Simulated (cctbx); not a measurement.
## Ni2Os2Ru: precision against data quality

Space group R-3m (no. 166), a = 2.6530 Å, b = 2.6530 Å, c = 31.8540 Å, α = 90.00°, β = 90.00°, γ = 120.00°.

```
atom  mult.    x    y       z  Ueq (Å²)
 Os1      6  1/3  2/3  0.0690    0.0085
 Ru1      3    0    0       0    0.0092
 Ni1      6  2/3  1/3  0.1328    0.0136
```

The model was made for the exercise: a known structure type with other elements put in, its volume estimated, not relaxed; displacement parameters are assumed.

Five simulated data sets (cctbx; Mo Kα, λ = 0.71073 Å; 1.5 % proportional error) differ in resolution or exposure (noise floor 8 counts in the first three, 8 in the last two). Each is refined with the right model, isotropic at 1.1 Å and anisotropic otherwise. How do the figures of merit and the uncertainties move?

```csv
d min (Å),top counts,"⟨I/σ⟩ (unmerged, absences included)",unique,param. (scale apart),Rint,R1,GooF,largest s.u. xyz (fractional),s.u. U of Ni1 (Å²),largest error (Å)
1.1,20000,9.9,37,5,0.014,0.0059,0.99,0.00005,0.0004,0.0016
0.84,20000,8.7,68,8,0.016,0.0068,0.99,0.00003,0.0004,0.0016
0.6,20000,7.4,164,8,0.019,0.0089,1.04,0.00003,0.0002,0.0010
0.75,300,0.8,92,8,0.212,0.0603,0.94,0.00067,0.0041,0.0414
0.75,3000,3.4,92,8,0.041,0.0183,0.94,0.00011,0.0006,0.0054
```

The number of reflections grows roughly as 1/d³: 37, 68 and 164 here. R1 follows the noise rather than the truth: at 300 counts it is 0.0603, at 3000 counts 0.0183, while GooF is 0.94 and 0.94: the weights 1/σ² carry the noise. The s.u. of U (U11 where anisotropic) for Ni1 goes 0.0004, 0.0004, 0.0002 Å² with resolution and 0.0041, 0.0006 Å² with exposure.

Hardware for the 0.6 Å refinement: 0.34 s on 1 thread of Arm Neoverse V2, on a shared host, peak memory 0.09 GiB.

[Logs are printed without paths, hosts, clocks, repeated set-up lines and the standing remarks that a program may print on its own settings, such as how far it seeks lower states.]
